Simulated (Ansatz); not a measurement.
# How fast states decay through RbNa2BrCl2, part 2 of 2

Aim: relax a made-up compound, RbNa2BrCl2, and see how good a tunnel barrier it would be. It is built by putting Rb for part of the Na in the Na3BrCl2 structure of space group I4/mmm, with the volume rescaled by atomic radii. The parent structure comes from the Materials Project.

Ansatz 0.2.0; PBE DFT, plane waves, PAW files (the session's first sound run).

So far. Step 2 (Cell and atoms at rest): The largest force component on a free atom ends at 0.019 eV/Å.

The structure was built from a prototype and need not be the compound's stable phase.

## 3. Band edges

The energy window and the wavevectors of the next steps follow from the band edges, so these are searched first, off the mesh as well.

Contents of input.yaml:

```yaml
crystal:
  lattice:
    - [-2.1887977928, 2.1887977928, 9.7971851867]
    - [2.1887977928, -2.1887977928, 9.7971851867]
    - [2.1887977928, 2.1887977928, -9.7971851867]
  atoms:
    - { symbol: Na, position: [0.6675115086, 0.6675115086, 0.0] }
    - { symbol: Na, position: [0.0242507965, 0.0242507965, 0.0] }
    - { symbol: Rb, position: [0.330410032, 0.330410032, 0.0] }
    - { symbol: Br, position: [0.510073164, 0.510073164, 0.0] }
    - { symbol: Cl, position: [0.8079627533, 0.8079627533, 0.0] }
    - { symbol: Cl, position: [0.1597917456, 0.1597917456, 0.0] }
kpoints:
  mp_grid: { grid: [8, 8, 8] }
  band_path: { path: [VBM, CBM], npoints: 30 }
scf:
  occupations: { method: fixed }
hamiltonian:
  xc: pbe
output:
  eigenvalues: true
  write_potential: true
  write_density: true
  volumetric_format: npy
```

On the command line:

```
$ ansatz run input.yaml --threads 2 --pin off --max-ram 4096MiB --backend cpu --events-out ev --progress --plain --runs-dir out
```

Numbers of over 12 decimals in the logs are rounded to 6 here.

The log of the run:

```text
[...]
Crystal: 6 atoms, lattice volume = 187.747 Å³
Basis set: ecut = 420 eV, 3713 PW (Γ), FFT grids on a1−a2, a2, a1+a3
Bands: 30, of which v1, the nominal top of the filled ones, is band 24 counted from 1 (23 counted from 0)
Symmetry: 8 space group operations
[...]
k-points: 59 of 512 (time reversal used)
[...]
SCF iter   1: F=—  HF=-11192.760414 eV  |F-HF|=—  |Δ(HF+E_count)|=         —  Δρ=4.80e-4  dr2=1.72e-3  ethr=1.77e-3  ⟨swp⟩=5.8  Hψ=6518  notcnv=0  defer=210
[...]
SCF iter   6: F=-11192.760396 eV  HF=-11192.760396 eV  |F-HF|=2.08e-9  |Δ(HF+E_count)|=   1.60e-7  Δρ=2.81e-6  dr2=1.47e-8  ethr=2.08e-10  ⟨swp⟩=12.0  Hψ=8304  notcnv=0
SCF 1 converged in 6 iterations: F = -11192.760396 eV  dr2 = 1.47e-8
[...]
NSCF: frozen V_eff on 30 k-points
[...]
SCF converged after 6 iterations
Free energy (F): -11192.760396 eV
[...]
Internal energy: -11192.760396 eV  (E = F + TS)
E sigma→0 (E₀):  -11192.760396 eV
Fermi energy:    0.483142 eV
[...]
--- Band table (eV; the first three rows and the last of 59) ---
  k-point 0: bands = [... 20 lower, 0.3362, 0.3474, 0.4831, 0.4831, 4.6975, 6.6282, 7.2220, 7.6298, ... 2 higher]
  k-point 1: bands = [... 20 lower, 0.1861, 0.2351, 0.3651, 0.4393, 5.2302, 6.9785, 7.6683, 7.9079, ... 2 higher]
  k-point 2: bands = [... 20 lower, 0.0230, 0.1407, 0.3025, 0.3611, 6.2849, 7.5499, 8.1499, 8.4193, ... 2 higher]
  k-point 58: bands = [... 20 lower, 0.3412, 0.3412, 0.4745, 0.4745, 5.1507, 5.9975, 7.1733, 7.6824, ... 2 higher]
```

Wall time 28 s (2 threads of Arm Neoverse V2, shared host); peak memory 0.54 GiB.

This step gave:

* Fermi energy: 0.4831 eV
* gap on the k-mesh: 4.214 eV
* gap on path: 4.214 eV, by band count; negative where bands overlap
* direct gap on path: 4.214 eV
* edge places on path: 0, 0 1/A along the path

Levels at VBM (eV): -7.98, -7.92, -7.92, -1.13, -0.78, -0.45, -0.45, -0.15, -0.15, -0.14, 0.00, 0.00, 4.21, 6.15, 6.74, 7.15, 7.79.

The searched edges give 4.21 eV, as on the mesh.

## 4. Complex bands

This step: PBE DFT, plane waves, PAW files; complex bands by layer matching along the plane's normal (Ansatz 0.2.0).

The same crystal is laid in a cell whose first two vectors span the (001) plane (indices of the standard conventional cell, whose axes can be ordered otherwise than in the bulk input). At fixed energy and wavevector in the plane the solver finds all kz, real and complex. A few wavevectors are listed, (0, 0) and (0.5, 0) in units of the plane's reciprocal vectors; the slowest state needn't be among them.

Contents of input.yaml:

```yaml
crystal:
  lattice:
    - [4.377595586, 0.0, 0.0]
    - [0.0, 4.377595586, 0.0]
    - [2.188797793, 2.188797793, 9.797185187]
  atoms:
    - { symbol: Na, position: [0.3324884914, 0.3324884914, 0.3350230172] }
    - { symbol: Na, position: [0.9757492035, 0.9757492035, 0.048501593] }
    - { symbol: Rb, position: [0.669589968, 0.669589968, 0.660820064] }
    - { symbol: Br, position: [0.489926836, 0.489926836, 0.020146328] }
    - { symbol: Cl, position: [0.1920372467, 0.1920372467, 0.6159255066] }
    - { symbol: Cl, position: [0.8402082544, 0.8402082544, 0.3195834912] }
kpoints:
  mp_grid: { grid: [6, 6, 6] }
scf:
  occupations: { method: fixed }
hamiltonian:
  xc: pbe
output:
  eigenvalues: true
  transmission:
    leads: [[0, 0]]
    kpoints: [[0.0, 0.0], [0.5, 0.0]]
    e_range: [-1.0, 5.21]
    de: 0.1
```

The log of the run:

```text
[...]
Crystal: 6 atoms, lattice volume = 187.747 Å³
Basis set: ecut = 420 eV, 3713 PW (Γ)
Bands: 30, of which v1, the nominal top of the filled ones, is band 24 counted from 1 (23 counted from 0)
Symmetry: 8 space group operations
[...]
k-points: 30 of 216 (time reversal used)
[...]
SCF iter   1: F=—  HF=-11192.760365 eV  |F-HF|=—  |Δ(HF+E_count)|=         —  Δρ=4.86e-4  dr2=1.73e-3  ethr=1.77e-3  ⟨swp⟩=5.9  Hψ=3314  notcnv=0  defer=107
[...]
SCF iter   6: F=-11192.760426 eV  HF=-11192.760426 eV  |F-HF|=7.73e-10  |Δ(HF+E_count)|=   1.58e-7  Δρ=3.29e-6  dr2=1.64e-8  ethr=2.08e-10  ⟨swp⟩=12.5  Hψ=4287  notcnv=0
SCF 1 converged in 6 iterations: F = -11192.760426 eV  dr2 = 1.64e-8
[...]
transmission: 16 of 32 steps passed
transmission: 32 of 32 steps passed
SCF converged after 6 iterations
Free energy (F): -11192.760426 eV
[...]
Internal energy: -11192.760426 eV  (E = F + TS)
E sigma→0 (E₀):  -11192.760426 eV
Fermi energy:    0.483139 eV
[...]
--- Band table (eV; the first three rows and the last of 30) ---
  k-point 0: bands = [... 20 lower, 0.3362, 0.3474, 0.4831, 0.4831, 4.6974, 6.6282, 7.2220, 7.6298, ... 2 higher]
  k-point 1: bands = [... 20 lower, 0.3374, 0.3374, 0.4810, 0.4810, 4.7859, 6.4799, 7.2089, 7.6672, ... 2 higher]
  k-point 2: bands = [... 20 lower, 0.3399, 0.3399, 0.4767, 0.4767, 5.0018, 6.1788, 7.1846, 7.6890, ... 2 higher]
  k-point 29: bands = [... 20 lower, -0.0449, 0.0981, 0.2943, 0.2989, 6.6592, 7.4823, 7.6070, 7.6649, ... 2 higher]
--- Transmission ---
  basis      : 177 plane waves across, 16 finite elements along
  points     : 2, as listed
  energies   : 63 from -1.000000 to 5.200000 eV about the Fermi level, 0.100000 eV apart; the leads are filled to 2.107155 eV, and channels, transmission and decay are at 2.100000 eV
  crystal 0  : Br1Na2Cl2Rb1, at the sites [0, 0], period 9.7972 Å: whole cells are its period
    offset         : up to 0.0000 Å between an atom of the period and one for which it stands
    channels       : 0.000000e0 a spin
    conductance    : none, the energies end too early or step too widely for 300 K: set another output.transmission.e_range or a lower de, or, where they end at an eighth of basis.ecutwfc, a higher one
    slowest decay  : 0.3636 /Å at (0.0000, 0.0000)
```

It took 35 s on 2 threads; peak memory 0.62 GiB; 56 s of CPU time.

This step gave:

- level to which the leads are filled: 2.107 eV from the Fermi level
- decay constant at the filling level, zone centre: 0.3636 Å⁻¹
- decay constant at the filling level, slowest listed point: 0.3636 Å⁻¹

K parallel (0, 0); values up to 1.5 1/Å, a degenerate pair printed once or twice; energies at which all values exceed this have no row. Table of Im kz of the slowest decaying states by energy, zero at the highest filled level on the SCF mesh:

```
energy (eV)  decay 1 (Å⁻¹)  decay 2 (Å⁻¹)  decay 3 (Å⁻¹)  decay 4 (Å⁻¹)
     -1.000          0.199          0.472          0.775           1.50
     -0.500         0.0670          0.458          0.599           1.45
      0.000        0.00582          0.158          0.655           1.41
      0.500          0.293          0.646          0.675           1.36
      1.000          0.344          0.679          0.736           1.31
      1.500          0.364          0.674          0.778           1.25
      2.000          0.365          0.663          0.799           1.20
      2.500          0.350          0.647          0.807           1.14
      3.000          0.318          0.626          0.806           1.08
      3.500          0.262          0.600          0.798           1.01
      4.000          0.156          0.570          0.784          0.939
      4.500          0.535          0.765          0.861           1.24
      5.000          0.103          0.494          0.741          0.773
```

K parallel (0.5, 0); values up to 1.5 1/Å, a degenerate pair printed once or twice; energies at which all values exceed this have no row. Im kz of the slowest decaying states against energy, zero at the highest filled level on the SCF mesh:

```
energy (eV)  decay 1 (Å⁻¹)  decay 2 (Å⁻¹)  decay 3 (Å⁻¹)
      -1.00          0.132           1.10           1.10
      -0.70          0.237          0.988          0.993
      -0.40         0.0463          0.772           1.01
      -0.10          0.261          0.784           1.03
       0.00          0.315          0.876           1.03
       0.20          0.389          0.951           1.02
       0.50          0.464           1.00           1.00
       0.80          0.520          0.977           1.03
       1.10          0.569          0.944           1.04
       1.40          0.619          0.901           1.05
       1.70          0.696          0.822           1.05
       2.00          0.718          0.793           1.05
       2.20          0.672          0.830           1.04
       2.50          0.646          0.840           1.04
       2.80          0.629          0.835           1.03
       3.10          0.616          0.823           1.01
       3.40          0.603          0.806          1.000
       3.70          0.589          0.786          0.984
       4.00          0.574          0.763          0.967
       4.30          0.557          0.737          0.948
       4.60          0.538          0.708          0.928
       4.90          0.516          0.675          0.907
       5.20          0.491          0.639          0.884
```

At the listed wavevectors the last open channel is at -0.20 eV and the next at +4.30 eV on the grid. At +2.10 eV, the grid energy nearest the filling level (the middle of the gap on the SCF mesh), the slowest state at the listed wavevectors decays with κ = 0.364 Å⁻¹, its amplitude falling by e over 2.8 Å. Through 1 nm of this crystal that state's transmission falls by exp(−2 × 0.364 Å⁻¹ × 10 Å) = 6.9e-4.

## 5. Band edges at another level

This step: PBEsol DFT, plane waves, PAW files (Ansatz 0.2.0).

The edges again with PBEsol, at the same atoms.

Contents of input.yaml:

```yaml
crystal:
  lattice:
    - [-2.1887977928, 2.1887977928, 9.7971851867]
    - [2.1887977928, -2.1887977928, 9.7971851867]
    - [2.1887977928, 2.1887977928, -9.7971851867]
  atoms:
    - { symbol: Na, position: [0.6675115086, 0.6675115086, 0.0] }
    - { symbol: Na, position: [0.0242507965, 0.0242507965, 0.0] }
    - { symbol: Rb, position: [0.330410032, 0.330410032, 0.0] }
    - { symbol: Br, position: [0.510073164, 0.510073164, 0.0] }
    - { symbol: Cl, position: [0.8079627533, 0.8079627533, 0.0] }
    - { symbol: Cl, position: [0.1597917456, 0.1597917456, 0.0] }
kpoints:
  mp_grid: { grid: [8, 8, 8] }
  band_path: { path: [VBM, CBM], npoints: 30 }
scf:
  occupations: { method: fixed }
hamiltonian:
  xc: pbesol
output:
  eigenvalues: true
```

The log of the run:

```text
[...]
Crystal: 6 atoms, lattice volume = 187.747 Å³
Basis set: ecut = 420 eV, 3713 PW (Γ), FFT grids on a1+a3, a2+a3, a3
Bands: 30, of which v1, the nominal top of the filled ones, is band 24 counted from 1 (23 counted from 0)
Symmetry: 8 space group operations
[...]
k-points: 59 of 512 (time reversal used)
[...]
SCF iter   1: F=—  HF=-11037.074115 eV  |F-HF|=—  |Δ(HF+E_count)|=         —  Δρ=2.76e-3  dr2=1.99e-2  ethr=1.77e-3  ⟨swp⟩=5.9  Hψ=6540  notcnv=0  defer=216
[...]
SCF iter   6: F=-11037.068476 eV  HF=-11037.068476 eV  |F-HF|=1.72e-8  |Δ(HF+E_count)|=   9.83e-7  Δρ=4.31e-6  dr2=2.69e-8  ethr=2.08e-10  ⟨swp⟩=12.5  Hψ=9297  notcnv=0
SCF 1 converged in 6 iterations: F = -11037.068476 eV  dr2 = 2.69e-8
[...]
SCF converged after 6 iterations
Free energy (F): -11037.068476 eV
[...]
Internal energy: -11037.068476 eV  (E = F + TS)
E sigma→0 (E₀):  -11037.068476 eV
Fermi energy:    0.414759 eV
[...]
--- Band table (eV; the first three rows and the last of 59) ---
  k-point 0: bands = [... 20 lower, 0.2659, 0.2808, 0.4148, 0.4148, 4.5285, 6.4960, 7.0103, 7.4270, ... 2 higher]
  k-point 1: bands = [... 20 lower, 0.1202, 0.1634, 0.2984, 0.3691, 5.0685, 6.8443, 7.4626, 7.7090, ... 2 higher]
  k-point 2: bands = [... 20 lower, -0.0514, 0.0718, 0.2350, 0.2877, 6.1411, 7.3909, 7.9768, 8.2393, ... 2 higher]
  k-point 58: bands = [... 20 lower, 0.2712, 0.2712, 0.4057, 0.4057, 5.0024, 5.8207, 6.9609, 7.5240, ... 2 higher]
```

Elapsed: 26 s, on 2 threads; peak memory 0.52 GiB.

Numbers from this step:

* free energy: -11037.0685 eV
* Fermi energy: 0.4148 eV
* gap on the k-mesh: 4.114 eV
* gap on path: 4.114 eV, by band count; negative where bands overlap
* direct gap on path: 4.114 eV

Levels at VBM (eV): -7.96, -7.90, -7.90, -1.15, -0.80, -0.45, -0.45, -0.15, -0.15, -0.13, 0.00, 0.00, 4.11, 6.08, 6.60, 7.01, 7.64.

The searched edges give 4.11 eV, as on the mesh.

## 6. Complex bands at another level

This step: PBEsol DFT, plane waves, PAW files; complex bands by layer matching along the plane's normal (Ansatz 0.2.0).

The complex bands at that level, over its own gap, at (0, 0) and (0.5, 0).

Contents of input.yaml:

```yaml
crystal:
  lattice:
    - [4.377595586, 0.0, 0.0]
    - [0.0, 4.377595586, 0.0]
    - [2.188797793, 2.188797793, 9.797185187]
  atoms:
    - { symbol: Na, position: [0.3324884914, 0.3324884914, 0.3350230172] }
    - { symbol: Na, position: [0.9757492035, 0.9757492035, 0.048501593] }
    - { symbol: Rb, position: [0.669589968, 0.669589968, 0.660820064] }
    - { symbol: Br, position: [0.489926836, 0.489926836, 0.020146328] }
    - { symbol: Cl, position: [0.1920372467, 0.1920372467, 0.6159255066] }
    - { symbol: Cl, position: [0.8402082544, 0.8402082544, 0.3195834912] }
kpoints:
  mp_grid: { grid: [6, 6, 6] }
scf:
  occupations: { method: fixed }
hamiltonian:
  xc: pbesol
output:
  eigenvalues: true
  transmission:
    leads: [[0, 0]]
    kpoints: [[0.0, 0.0], [0.5, 0.0]]
    e_range: [-1.0, 5.11]
    de: 0.1
```

The log of the run:

```text
[...]
Crystal: 6 atoms, lattice volume = 187.747 Å³
Basis set: ecut = 420 eV, 3713 PW (Γ)
Bands: 30, of which v1, the nominal top of the filled ones, is band 24 counted from 1 (23 counted from 0)
Symmetry: 8 space group operations
[...]
k-points: 30 of 216 (time reversal used)
[...]
SCF iter   1: F=—  HF=-11037.074181 eV  |F-HF|=—  |Δ(HF+E_count)|=         —  Δρ=2.75e-3  dr2=1.99e-2  ethr=1.77e-3  ⟨swp⟩=5.9  Hψ=3316  notcnv=0  defer=108
[...]
SCF iter   6: F=-11037.068456 eV  HF=-11037.068456 eV  |F-HF|=1.73e-8  |Δ(HF+E_count)|=   1.04e-6  Δρ=4.31e-6  dr2=2.81e-8  ethr=2.08e-10  ⟨swp⟩=12.8  Hψ=4845  notcnv=0
SCF 1 converged in 6 iterations: F = -11037.068456 eV  dr2 = 2.81e-8
[...]
transmission: 16 of 32 steps passed
transmission: 32 of 32 steps passed
SCF converged after 6 iterations
Free energy (F): -11037.068456 eV
[...]
Internal energy: -11037.068456 eV  (E = F + TS)
E sigma→0 (E₀):  -11037.068456 eV
Fermi energy:    0.414763 eV
[...]
--- Band table (eV; the first three rows and the last of 30) ---
  k-point 0: bands = [... 20 lower, 0.2659, 0.2808, 0.4148, 0.4148, 4.5285, 6.4960, 7.0103, 7.4270, ... 2 higher]
  k-point 1: bands = [... 20 lower, 0.2671, 0.2671, 0.4126, 0.4126, 4.6200, 6.3347, 6.9970, 7.4803, ... 2 higher]
  k-point 2: bands = [... 20 lower, 0.2698, 0.2698, 0.4080, 0.4080, 4.8445, 6.0143, 6.9724, 7.5230, ... 2 higher]
  k-point 29: bands = [... 20 lower, -0.1200, 0.0215, 0.2181, 0.2231, 6.5791, 7.2984, 7.4288, 7.5545, ... 2 higher]
--- Transmission ---
  basis      : 177 plane waves across, 16 finite elements along
  points     : 2, as listed
[...]
channels       : 0.000000e0 a spin
[...]
slowest decay  : 0.3548 /Å at (0.0000, 0.0000)
```

Elapsed: 35 s, on 2 threads; peak memory 0.63 GiB.

Numbers from this step:

| Property | Result |
| --- | --- |
| level to which the leads are filled | 2.057 eV from the Fermi level |
| decay constant at the filling level, zone centre | 0.3548 Å⁻¹ |
| decay constant at the filling level, slowest listed point | 0.3548 Å⁻¹ |

K parallel (0, 0); values up to 1.5 1/Å, a degenerate pair printed once or twice; energies at which all values exceed this have no row. Im kz of the slowest decaying states against energy, zero at the highest filled level on the SCF mesh:

```
energy (eV)  decay 1 (Å⁻¹)  decay 2 (Å⁻¹)  decay 3 (Å⁻¹)  decay 4 (Å⁻¹)
      -1.00          0.223          0.456          0.769           1.48
      -0.80         0.0447          0.495          0.694           1.47
      -0.50         0.0670          0.453          0.601           1.44
      -0.30          0.580          0.630           1.42              -
       0.00        0.00893          0.155          0.655           1.39
       0.20          0.228          0.516          0.665           1.37
       0.50          0.288          0.641          0.674           1.34
       0.70          0.313          0.676          0.686           1.32
       1.00          0.338          0.677          0.730           1.29
       1.20          0.349          0.676          0.750           1.27
       1.40          0.355          0.674          0.766           1.25
       1.70          0.359          0.668          0.782           1.21
       1.90          0.358          0.663          0.790           1.19
       2.20          0.352          0.654          0.797           1.16
       2.40          0.345          0.648          0.800           1.13
       2.70          0.328          0.636          0.801           1.10
       2.90          0.313          0.627          0.800           1.07
       3.10          0.295          0.618          0.798           1.04
       3.40          0.259          0.602          0.793           1.00
       3.60          0.226          0.591          0.788          0.975
       3.90          0.153          0.573          0.780          0.931
       4.10         0.0403          0.559          0.773          0.900
       4.40          0.538          0.762          0.852           1.24
       4.60         0.0258          0.523          0.753          0.818
       4.90         0.0971          0.499          0.739          0.763
       5.10         0.0950          0.481          0.724          0.728
```

K parallel (0.5, 0); values up to 1.5 1/Å, a degenerate pair printed once or twice; energies at which all values exceed this have no row. Im kz of the slowest decaying states against energy, zero at the highest filled level on the SCF mesh:

```
energy (eV)  decay 1 (Å⁻¹)  decay 2 (Å⁻¹)  decay 3 (Å⁻¹)
      -1.00         0.0759           1.09           1.09
      -0.70          0.255          0.968          0.979
      -0.40         0.0536          0.783           1.01
      -0.10          0.258          0.782           1.02
       0.00          0.311          0.870           1.02
       0.20          0.384          0.946           1.02
       0.50          0.458          0.998          0.998
       0.70          0.496          0.982           1.02
       1.00          0.545          0.953           1.03
       1.30          0.590          0.917           1.04
       1.60          0.642          0.865           1.05
       1.90          0.751           1.04              -
       2.20          0.685          0.804           1.04
       2.50          0.649          0.823           1.03
       2.80          0.629          0.821           1.02
       3.10          0.614          0.810           1.01
       3.40          0.600          0.794          0.992
       3.60          0.590          0.781          0.982
       3.90          0.574          0.759          0.965
       4.20          0.557          0.734          0.947
       4.50          0.538          0.705          0.927
       4.80          0.516          0.673          0.906
       5.10          0.490          0.638          0.884
```

At the listed wavevectors the last open channel is at -0.20 eV and the next at +4.20 eV on the grid. At +2.10 eV, the grid energy nearest the filling level (the middle of the gap on the SCF mesh), the slowest state at the listed wavevectors decays with κ = 0.355 Å⁻¹, its amplitude falling by e over 2.8 Å; the first such run, plane (001), gave 0.364 Å⁻¹.

## 7. Outcome

| Property | Result |
| --- | --- |
| band gap | 4.21 eV |
| least decay constant at mid-gap, normal to (001) | 0.364 Å⁻¹ |
| least decay constant, PBEsol | 0.355 Å⁻¹ |

**Reading.** With PBE, the slowest decay at the wavevectors tried is κ = 0.364 Å⁻¹, normal to (001). Through such a film the transmission near mid-gap falls as exp(−2κd), a factor of ten every 3.2 Å. A free electron under a barrier of half the gap would need a mass of 0.24 mₑ to decay at this rate. With PBEsol the gap goes from 4.21 to 4.11 eV and the decay constant, over the first 2 listed wavevectors, from 0.364 to 0.355 Å⁻¹. The compound is made up by substitution; its stability against other phases and against distortions of the cell's symmetry was not tested. A semilocal functional narrows gaps, so real decay constants are likely larger.

[Logs are printed without paths, hosts, clocks, repeated set-up lines and the standing remarks that a program may print on its own settings, such as how far it seeks lower states.]

[Hosts, paths, dates, database ids (printed as entryN), source tags and the programs' standing remarks are cut or masked in the printed files.]
